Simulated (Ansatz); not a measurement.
# Sc3B (built on the sites of a database entry of La3In): a soft mode frozen in

Wanted: the energy along a soft mode of Sc3B (built on the sites of a database entry of La3In) and the structure at the end.

Method: DFT PBEsol, scalar-relativistic, plane waves, PAW, in Ansatz 0.2.0.

The structure was built from a prototype and need not be the compound's stable phase.

**1. The starting structure**

Symmetry: Pm-3m, No. 221, cubic system. The conventional cell has a = 4.058 Å, b = 4.058 Å, c = 4.058 Å, α = 90.00°, β = 90.00°, γ = 90.00°. Sc has 4 B at 2.87 Å and 8 Sc at 2.87 Å nearest. Nearest to B lie 12 Sc at 2.87 Å. Farther neighbours are not listed.

**2. Response at finite wavevector**

The cell comes from relaxations at this level that are not shown. Stability and thermal properties need the whole zone. Linear response on a 2×2×2 q mesh gives force constants as far as a supercell of that size would.

Contents of input.yaml:

```yaml
crystal:
  lattice:
    - [4.0584555828, 0.0, 0.0]
    - [0.0, 4.0584555828, 0.0]
    - [0.0, 0.0, 4.0584555828]
  atoms:
    - { symbol: Sc, position: [0.0, 0.5, 0.5] }
    - { symbol: Sc, position: [0.5, 0.0, 0.5] }
    - { symbol: Sc, position: [0.5, 0.5, 0.0] }
    - { symbol: B, position: [0.0, 0.0, 0.0] }
kpoints:
  mp_grid: { grid: [10, 10, 10] }
hamiltonian:
  xc: pbesol
scf:
  occupations: { method: methfessel_paxton, width: 0.15 }
output:
  eigenvalues: true
phonons:
  method: dfpt
  qmesh: [2, 2, 2]
  temperatures: { t_max: 1000, t_step: 50 }
  qpath:
    path:
      - [[0.0, 0.0, 0.0], [0.0, 0.5, 0.0], [0.5, 0.5, 0.0], [0.0, 0.0, 0.0], [0.5, 0.5, 0.5], [0.0, 0.5, 0.0]]
      - [[0.5, 0.5, 0.5], [0.5, 0.5, 0.0]]
    npoints: 10
```

Command:

```sh
ansatz run input.yaml --threads 8 --pin off --max-ram 14336MiB --backend cpu --events-out ev --progress --plain --runs-dir out
```

Numbers of over 12 decimals in the logs are rounded to 6 here.

The program printed:

```text
Engine: ansatz 0.2.0, aarch64-unknown-linux-gnu
Pseudopotentials: kind: paw
Pseudopotential: Sc, paw, valence charge 11, recommended cutoff 420 eV (normal), Sc.paw.azcp
Pseudopotential: B, paw, valence charge 3, recommended cutoff 420 eV (normal), B.paw.azcp
Functional definition: PBEsol
  exchange = pbesol_x
  correlation = pbesol_c
Crystal: 4 atoms, lattice volume = 66.847 Å³
Basis set: ecut = 420 eV, 1309 PW (Γ), exchange–correlation on 60×60×60 points (8 copies of the dense FFT grid, shifted against one another)
Bands: 22, of which v1, the nominal top of the filled ones, is band 18 counted from 1 (17 counted from 0)
Symmetry: 48 space group operations
k-points: 56 of 1000
Non-local potential: Sc, projectors of the file, l = 0: 3, l = 1: 2, l = 2: 3, l = 3: 1
Non-local potential: B, projectors of the file, l = 0: 2, l = 1: 2, l = 2: 1
PAW form: soft (Blöchl's): semilocal exchange-correlation on the pseudo side does not see the compensation charge
PAW frozen core: Sc, regenerated for the run's functional, and the local potential with it (the file was generated under x = pbe(κ = 0.804, μ = 0.219515), c = pbe(β = 0.066725))
PAW frozen core: B, regenerated for the run's functional, and the local potential with it (the file was generated under x = pbe(κ = 0.804, μ = 0.219515), c = pbe(β = 0.066725))
PAW one-centre angular grid: Sc, 590 points (default); XC on 64 Gauss nodes
PAW one-centre angular grid: B, 110 points (default); XC on 64 Gauss nodes
Initial density: superposition of atomic densities (neutral atoms: chi_scale 0, normalization atom), corrected by the library's trained network
Initial wavefunctions: pseudopotential atomic-orbital guess
Functional: x = pbesol(κ = 0.804, μ = 0.123457), c = pbesol(β = 0.046)
SCF iter   1: F=—  HF=-6485.977052 eV  |F-HF|=—  |Δ(HF+E_count)|=         —  Δρ=6.09e-3  dr2=3.47e-2  ethr=1.77e-3  ⟨swp⟩=3.9  Hψ=9898  notcnv=0
automatic band count: the SCF goes on with 26 bands, as 22 were too few: they end inside the smearing window of the response
preconditioner: auto → Kerker (q_TF=auto, 2.461 Å⁻¹)  [metal: Δε(μ)=0.017 eV  Ē_g=4.303 eV  σ=0.150 eV  W_gap=0.10  n_scr=18 (ndim 8)  ℏωp=15.7 eV  f_vac=0.000  D(μ)=5.45/eV (n_scr^D=80)]
SCF iter   2: F=—  HF=-6485.969333 eV  |F-HF|=—  |Δ(HF+E_count)|=   7.72e-3  S|Δr|=    0.00e0  Δρ=3.40e-3  dr2=1.13e-2  ethr=9.64e-5  ⟨swp⟩=1.0  Hψ=1908  notcnv=0
SCF iter   3: F=—  HF=-6485.966014 eV  |F-HF|=—  |Δ(HF+E_count)|=   3.32e-3  S|Δr|=    0.00e0  Δρ=5.87e-4  dr2=4.69e-4  ethr=3.13e-5  ⟨swp⟩=2.0  Hψ=1659  notcnv=0
SCF iter   4: F=—  HF=-6485.965864 eV  |F-HF|=—  |Δ(HF+E_count)|=   1.51e-4  S|Δr|=    0.00e0  Δρ=9.32e-5  dr2=7.77e-6  ethr=1.30e-6  ⟨swp⟩=2.1  Hψ=1608  notcnv=0
SCF iter   5: F=—  HF=-6485.965858 eV  |F-HF|=—  |Δ(HF+E_count)|=   5.27e-6  S|Δr|=    0.00e0  Δρ=2.46e-5  dr2=5.23e-7  ethr=2.16e-8  ⟨swp⟩=2.4  Hψ=1997  notcnv=0
SCF iter   6: F=—  HF=-6485.965860 eV  |F-HF|=—  |Δ(HF+E_count)|=   1.55e-6  S|Δr|=    0.00e0  Δρ=5.39e-6  dr2=2.34e-8  ethr=1.45e-9  ⟨swp⟩=2.0  Hψ=1546  notcnv=0
SCF iter   7: F=—  HF=-6485.965860 eV  |F-HF|=—  |Δ(HF+E_count)|=   2.73e-9  S|Δr|=    0.00e0  Δρ=7.98e-7  dr2=3.54e-10  ethr=6.49e-11  ⟨swp⟩=2.1  Hψ=1734  notcnv=0
SCF iter   8: F=-6485.965860 eV  HF=-6485.965860 eV  |F-HF|=0.00e0  |Δ(HF+E_count)|=  7.19e-11  S|Δr|=    0.00e0  Δρ=1.03e-7  dr2=4.91e-12  ethr=1.00e-12  ⟨swp⟩=5.9  Hψ=6490  notcnv=0
SCF 1 converged in 8 iterations: F = -6485.965860 eV  dr2 = 4.91e-12
  greatest PAW one-centre occupation: 0.998 electrons in one spin orbital (limit 2), on the Sc atom at site 2 (counted from 0), in its partial waves of l = 0
Initial density: read from a saved state, or passed on in memory by an earlier SCF of this step, an earlier step, the calling program or the single point that the run made first
iter 1 solved again at ethr=4.62e-8 eV; its pass at ethr=3.10e-3 eV (dr2=1.66e-5 eV) is discarded
SCF iter   1: F=—  HF=-6485.965860 eV  |F-HF|=—  |Δ(HF+E_count)|=         —  Δρ=1.85e-7  dr2=2.61e-11  ethr=4.62e-8  ⟨swp⟩=3.2  Hψ=7784  notcnv=0
eigensolver tolerance schedule: the retry pair's looser diagonalisation over-reported the residual by 636867.05 of it (diagonalisation noise at an unbounded share of the residual, at the tolerance the schedule requests for it); recorded, not acted on — ethr = c·dr2/N_el stays at c = 1.0e-1
preconditioner: auto → Kerker (q_TF=auto, 2.461 Å⁻¹)  [metal: Δε(μ)=0.013 eV  Ē_g=3.238 eV  σ=0.150 eV  W_gap=0.07  n_scr=18 (ndim 8)  ℏωp=15.7 eV  f_vac=0.000  D(μ)=5.66/eV (n_scr^D=80)]
SCF iter   2: F=—  HF=-6485.965860 eV  |F-HF|=—  |Δ(HF+E_count)|=   3.51e-7  S|Δr|=    0.00e0  Δρ=1.03e-7  dr2=1.01e-11  ethr=1.00e-12  ⟨swp⟩=3.1  Hψ=2917  notcnv=0
SCF iter   3: F=-6485.965860 eV  HF=-6485.965860 eV  |F-HF|=9.09e-13  |Δ(HF+E_count)|=  9.09e-13  S|Δr|=    0.00e0  Δρ=7.14e-8  dr2=4.26e-12  ethr=1.00e-12  ⟨swp⟩=2.0  Hψ=1837  notcnv=0
SCF 2 converged in 3 iterations: F = -6485.965860 eV  dr2 = 4.26e-12
phonons: the bands overlap, so this run is a metal and interpolates without the dipole-dipole term. If the crystal is really an insulator or semiconductor, its LO-TO splitting is missing
NSCF: frozen V_eff on 56 k-points
NSCF: frozen V_eff on 216 k-points
DFPT response loops at q = (0, 0, 0) (fractional): preconditioner auto → Kerker (q_TF=auto, 2.461 Å⁻¹) (partly filled bands, converged f_vac=0.000); β = 1.00, the filter's whole step (`scf.mixing.beta` (0.50) is not read by the response loops under this deck's `scf.mixing.preconditioner`; to damp them name `kerker` or `kerker_dos`, under which they read `scf.mixing.beta`, and type it under 1.00, their step now; both keys bind the ground state too); Broyden in place of MSR1
NSCF: frozen V_eff on 432 k-points
DFPT response loops at q = (0, 0, -0.5) (fractional): mixed as the last ones told, above
NSCF: frozen V_eff on 432 k-points
DFPT response loops at q = (0, -0.5, -0.5) (fractional): mixed as the last ones told, above
NSCF: frozen V_eff on 432 k-points
DFPT response loops at q = (-0.5, -0.5, -0.5) (fractional): mixed as the last ones told, above
SCF converged after 8 iterations
Stability not checked: this state was not tested for a lower state beside it, because cold or Methfessel-Paxton smearing, or corrected tetrahedra, fill the levels in a way that the test cannot read (fill_not_monotonic; see scf.lower_state_search)
Free energy (F): -6485.965860 eV
Harris-Foulkes:  -6485.965860 eV  (|F-HF|=0.00e0)
Internal energy: -6485.961610 eV  (E = F + TS)
E sigma→0 (E₀):  -6485.964797 eV
Entropy (-TS):   -0.004250 eV (-1.063 meV/atom)
Fermi energy:    11.575212 eV
--- Per-component energies (eV) ---
  E_band       = -399.648510
  E_kinetic    = 833.396266
  E_local      = -2366.765207  (includes V_loc(G=0)·N_el)
  E_nonlocal   = 269.028788
  E_hartree    = 822.098570
  E_xc         = -343.067171
  E_vxc        = -425.371144  (∫ρ·V_xc dr)
  E_paw        = -2873.739182  (= ΣΔE_a)
  E_vpaw       = -354.134322  (= ΣTr[D̂ρ^β])
  E_aug_tail   = 0.000024  (compensation charges beyond the density's cutoff)
  E_ewald      = -2827.315484
  E_core_change = 0.401786  (= ΣΔE_core)
  E_smearing   = -0.004250  (= −TS)
  E_closure    = 0.000000  (closes the sum)
  Σ components = -6485.965860   (vs F -6485.965860, Δ=0.00e0)
--- Band table (eV; the first three rows and the last of 56) ---
  k-point 0: bands = [... 14 lower, 10.6359, 10.6359, 10.9213, 10.9213, 10.9213, 12.0238, 12.0238, 12.0238, ... 4 higher]
  k-point 1: bands = [... 14 lower, 10.3379, 10.7404, 10.8689, 10.8689, 10.9601, 12.0541, 12.0541, 12.1699, ... 4 higher]
  k-point 2: bands = [... 14 lower, 9.7362, 10.7297, 10.7297, 11.0400, 11.0688, 12.1794, 12.1794, 12.4797, ... 4 higher]
  k-point 55: bands = [... 14 lower, 10.1228, 10.1228, 10.4688, 10.4688, 10.4688, 12.9906, 13.1911, 13.1911, ... 4 higher]
--- Phonons (Γ-DFPT): 3 representative perturbations + reference (Σ response iterations 9) ---
  ASR residual: 4.621e-5 → 0.000e0 eV/Å²; symmetrization residual: 1.427e-6 eV/Å²
  ASR residual per site (eV/Å²): 4.20e-5 4.20e-5 4.20e-5 4.62e-5
  Γ frequencies (cm⁻¹): 0.00 0.00 0.00 137.18 137.18 137.18 151.38 151.38 151.38 333.86 333.86 333.86
--- Phonons (arbitrary-q DFPT): 4 irreducible q on the 2×2×2 mesh ---
  q = [0.0000, 0.0000, 0.0000] (star 1, of the zone-centre solve; hermiticity 2.29e-7, symmetrization 7.84e-13): -0.00 0.00 0.00 137.18 137.18 137.18 151.38 151.38 151.38 333.86 333.86 333.86
  q = [0.0000, 0.0000, -0.5000] (star 3, 7 solved perturbations in 1332 linear systems a pass and spin channel, the states on 216 of 1000 k-point pairs; hermiticity 3.85e-7, symmetrization 5.44e-13): -90.74 82.86 82.86 131.65 131.65 167.33 204.18 204.18 216.04 235.45 235.45 278.52
  q = [0.0000, -0.5000, -0.5000] (star 3, 7 solved perturbations in 1332 linear systems a pass and spin channel, the states on 216 of 1000 k-point pairs; hermiticity 2.55e-7, symmetrization 1.04e-13): -80.59 114.53 114.53 132.94 132.94 160.67 183.78 229.65 231.21 271.20 271.20 295.49
  q = [-0.5000, -0.5000, -0.5000] (star 1, 3 solved perturbations in 468 linear systems a pass and spin channel, the states on 216 of 1000 k-point pairs; hermiticity 5.45e-7, symmetrization 5.79e-13): -78.92 -78.92 -78.92 133.73 133.73 133.73 156.68 156.68 311.76 311.76 311.76 368.90
  sum rule: each row above includes the acoustic sum rule's correction from the zone centre's row sums; it moved no ω² by more than (1.08 cm⁻¹)²
  mesh force constants: q→R imaginary residual 2.86e-18; ASR residual 4.621e-5 → 0.000e0 eV/Å²; symmetrization residual 3.553e-15 eV/Å²
  interpolated dispersion: 62 rows × 12 modes
  density of states and harmonic sums: on the 16×16×16 q-mesh, interpolated from the force constants of a 2×2×2 supercell (no non-analytic term)
  largest difference from the sums on the solved wave vectors: F 1.36e-1 eV, S 1.73e-4 and C_V 4.78e-5 eV/K
  zero-point energy: 0.125425 eV/cell   skipped modes (ω ≤ 0): 186, of them read as no rigid motion or as one in doubt: 183 (1.060e0 modes/cell left out, lowest -90.74 cm⁻¹)   left out of the sums: 8.84e-2 of the cell's modes: C_V's classical limit lies that fraction below 3 k_B per atom; for a crystal, a wire or a layer, F and S can be off by more, and a phonons.interpolated_qmesh denser along its periods is the remedy for the sampling
```

Wall time 79 s (8 threads of Arm Neoverse V2, shared host); peak memory 1.3 GiB; 9.9 min of CPU time.

Numbers from this step:

- volume per atom: 16.71 Å³
- gap on the k-mesh: 0 eV
- sum-rule residual before enforcement: 4.62e-5 eV/Å²
- lowest frequency on the path: -90.74 cm⁻¹
- point group: m-3m
- highest frequency on the path or at a solved wavevector: 368.9 cm⁻¹
- highest optical mode at the zone centre (no LO-TO term): 333.9 cm⁻¹
- lowest optical zone-centre mode: 137.2 cm⁻¹
- lowest mode on the q mesh (acoustic modes at Γ apart): -90.74 cm⁻¹

Frequencies (cm⁻¹) solved at each irreducible wavevector; negative means imaginary. Frequencies by wavevector, by row:

```csv
q in reciprocal lattice units,star,mode 1,mode 2,mode 3,mode 4,mode 10,mode 11,mode 12
0 0 0,1,0,0,0,137.2,333.9,333.9,333.9
0 0 -0.5,3,-90.7,82.9,82.9,131.7,235.4,235.4,278.5
0 -0.5 -0.5,3,-80.6,114.5,114.5,132.9,271.2,271.2,295.5
-0.5 -0.5 -0.5,1,-78.9,-78.9,-78.9,133.7,311.8,311.8,368.9
```

Interpolated from a 2×2×2 q mesh, rough between the solved points. The phonon branches at the labelled points (cm⁻¹):

```csv
point,branch 1,branch 2,branch 3,branch 4,branch 9,branch 10,branch 11,branch 12
Γ,0,0,0,137,151,334,334,334
halfway,60,60,73,97,218,294,296,296
X,-91,83,83,132,216,236,236,278
halfway,-77,100,106,120,234,241,271,277
M,-81,114,114,133,231,271,271,296
halfway,-12,86,89,101,231,261,272,291
Γ,0,0,0,137,151,334,334,334
halfway,-35,40,40,135,247,259,259,308
R,-79,-79,-79,134,312,312,312,369
halfway,-77,33,56,140,260,264,280,317
X,-91,83,83,132,216,236,236,278
jump to R,-79,-79,-79,134,312,312,312,369
halfway,-80,-28,-28,147,282,291,291,341
M,-81,114,114,133,231,271,271,296
```

Symmetry leaves 4 wavevectors to solve. The lowest mode among them, the acoustic zeros apart, lies at q = (0, 0, -0.5) and is imaginary, 90.7i cm⁻¹, so the energy falls along it.

**3. The mode frozen in, largest atomic shift 0 Å**

The mode followed lies at q = (0, -0.5, -0.5) with frequency 80.6i cm⁻¹, one of the unstable modes though not the softest. At small amplitude the distorted cell has space group no. 127 by a symmetry search on the positions. The undistorted cell that holds it gives the zero of energy on the same k mesh.

System of this step: Sc3B (built on the sites of a database entry of La3In). Symmetry: Pm-3m, No. 221, cubic system. Conventional cell: a = 4.058 Å, b = 4.058 Å, c = 4.058 Å, α = 90.00°, β = 90.00°, γ = 90.00°. Sc has 8 Sc at 2.87 Å and 4 B at 2.87 Å nearest. Nearest to B lie 12 Sc at 2.87 Å. Farther neighbours are not listed.

Contents of input.yaml:

```yaml
crystal:
  lattice:
    - [-4.0584555828, 0.0, 0.0]
    - [0.0, -4.0584555828, -4.0584555828]
    - [0.0, -4.0584555828, 4.0584555828]
  atoms:
    - { symbol: Sc, position: [1.0, 0.0, 0.5] }
    - { symbol: Sc, position: [1.0, 0.5, 0.0] }
    - { symbol: Sc, position: [0.5, 0.75, 0.25] }
    - { symbol: Sc, position: [0.5, 0.25, 0.75] }
    - { symbol: Sc, position: [0.5, 0.75, 0.75] }
    - { symbol: Sc, position: [0.5, 0.25, 0.25] }
    - { symbol: B, position: [0.0, 0.5, 0.5] }
    - { symbol: B, position: [0.0, 1.0, 1.0] }
kpoints:
  mp_grid: { grid: [8, 6, 6] }
hamiltonian:
  xc: pbesol
scf:
  occupations: { method: methfessel_paxton, width: 0.15 }
output:
  forces: true
  stress: true
  eigenvalues: true
```

The program printed:

```text
[...]
Crystal: 8 atoms, lattice volume = 133.694 Å³
Basis set: ecut = 420 eV, 2617 PW (Γ), exchange–correlation on 60×80×80 points (8 copies of the dense FFT grid, shifted against one another)
Bands: 44, of which v1, the nominal top of the filled ones, is band 36 counted from 1 (35 counted from 0)
Symmetry: 32 space group operations
[...]
k-points: 50 of 288
[...]
k-point 0: bands = [... 32 lower, 10.6345, 10.9250, 10.9250, 10.9268, 11.8829, 11.9725, 11.9725, 12.0215, ... 4 higher]
  k-point 1: bands = [... 32 lower, 10.5639, 10.8162, 10.8981, 11.0274, 11.8326, 11.8936, 12.0304, 12.0434, ... 4 higher]
  k-point 2: bands = [... 32 lower, 10.2189, 10.5969, 11.0727, 11.3236, 11.6990, 11.8066, 12.0079, 12.3300, ... 4 higher]
  k-point 49: bands = [... 32 lower, 10.5386, 10.5386, 11.8826, 11.8826, 11.9699, 11.9699, 11.9713, 11.9713, ... 4 higher]
[key lines of the parts left out:]
SCF converged after 7 iterations
Free energy (F): -12971.935633 eV
Fermi energy:    11.594095 eV
P = ⅓ Tr σ = 0.0263 GPa (0.263 kbar)
```

The job ended after 2.1 s (8 threads; peak memory 0.72 GiB).

This step gave:

| Property | Result |
| --- | --- |
| pressure | 0.02626 GPa |
| energy from the undistorted cell | 0 meV/atom |

The run ends at a pressure of 0.03 GPa.

**4. The mode frozen in, largest atomic shift 0.6 Å**

The atoms are moved along the unstable eigenvector, the largest shift by 0.6 Å, with the cell fixed.

input.yaml, the sections that differ from step 3:

```yaml
crystal:
  lattice:
    - [-4.0584555828, 0.0, 0.0]
    - [0.0, -4.0584555828, -4.0584555828]
    - [0.0, -4.0584555828, 4.0584555828]
  atoms:
    - { symbol: Sc, position: [1.0, 0.0, 0.5] }
    - { symbol: Sc, position: [1.0, 0.5, 0.0] }
    - { symbol: Sc, position: [0.5, 0.6760802554, 0.3239197446] }
    - { symbol: Sc, position: [0.5, 0.3239197446, 0.6760802554] }
    - { symbol: Sc, position: [0.5, 0.8239197446, 0.8239197446] }
    - { symbol: Sc, position: [0.5, 0.1760802554, 0.1760802554] }
    - { symbol: B, position: [0.0, 0.5, 0.5] }
    - { symbol: B, position: [0.0, 1.0, 1.0] }
# kpoints, hamiltonian, scf, output: as in step 3
```

The program printed:

```text
[...]
Crystal: 8 atoms, lattice volume = 133.694 Å³
Basis set: ecut = 420 eV, 2617 PW (Γ), exchange–correlation on 60×80×80 points (8 copies of the dense FFT grid, shifted against one another)
Bands: 44, of which v1, the nominal top of the filled ones, is band 36 counted from 1 (35 counted from 0)
Symmetry: 16 space group operations
[...]
k-points: 50 of 288
[...]
k-point 0: bands = [... 32 lower, 10.8713, 10.8713, 11.0069, 11.0069, 11.1536, 11.2235, 12.4607, 12.4791, ... 4 higher]
  k-point 1: bands = [... 32 lower, 10.5285, 10.7183, 11.1046, 11.1796, 11.3813, 11.5094, 12.3364, 12.4821, ... 4 higher]
  k-point 2: bands = [... 32 lower, 9.9691, 10.3962, 11.2895, 11.3825, 11.6047, 11.7962, 12.1605, 12.3248, ... 4 higher]
  k-point 49: bands = [... 32 lower, 10.4963, 10.4963, 11.6541, 11.6541, 12.0188, 12.0188, 12.1770, 12.1770, ... 4 higher]
[key lines of the parts left out:]
SCF converged after 7 iterations
Free energy (F): -12972.445525 eV
Fermi energy:    11.650122 eV
P = ⅓ Tr σ = 4.9287 GPa (49.287 kbar)
```

It took 2.1 s on 8 threads; peak memory 0.73 GiB.

This step gave:

* pressure: 4.929 GPa
* energy from the undistorted cell: -63.99 meV/atom

The energy, extrapolated to zero smearing, is -63.99 meV/atom against the undistorted cell.

The run ends at a pressure of 4.93 GPa, with forces up to 0.27 eV/Å.

**5. Energy along the mode, all amplitudes (two of the runs are shown above)**

An imaginary frequency means negative curvature, so the energy should fall and then rise again as anharmonic terms take over.

Numbers from this step:

* depth at the lowest point sampled: 63.99 meV/atom
* largest atomic shift at that point: 0.6 Å

Energy from the parent against largest atomic shift:

```csv
largest atomic shift (Å),energy from the parent (meV/atom)
0.000,0
0.040,-0.399
0.080,-1.61
0.140,-5.05
0.220,-14.1
0.320,-33.0
0.450,-59.4
0.600,-64.0
```

Displacement at unit largest shift by atom:

```csv
atom,x (Å),y (Å),z (Å),size
Sc1,0.00,0.00,0.00,0.00
Sc2,0.00,0.00,0.00,0.00
Sc3,0.00,0.00,1.00,1.00
Sc4,0.00,0.00,-1.00,1.00
Sc5,0.00,-1.00,0.00,1.00
Sc6,0.00,1.00,0.00,1.00
B7,0.00,0.00,0.00,0.00
B8,0.00,0.00,0.00,0.00
```

The lowest of the steps tried is the last one, at 0.6 Å, 64.0 meV/atom below the parent; the bottom of the well need not coincide with a step.

(Continued in part 2 of 3.)

[Logs are printed without paths, hosts, clocks, repeated set-up lines and the standing remarks that a program may print on its own settings, such as how far it seeks lower states.]

[Hosts, paths, dates, database ids (printed as entryN), source tags and the programs' standing remarks are cut or masked in the printed files.]
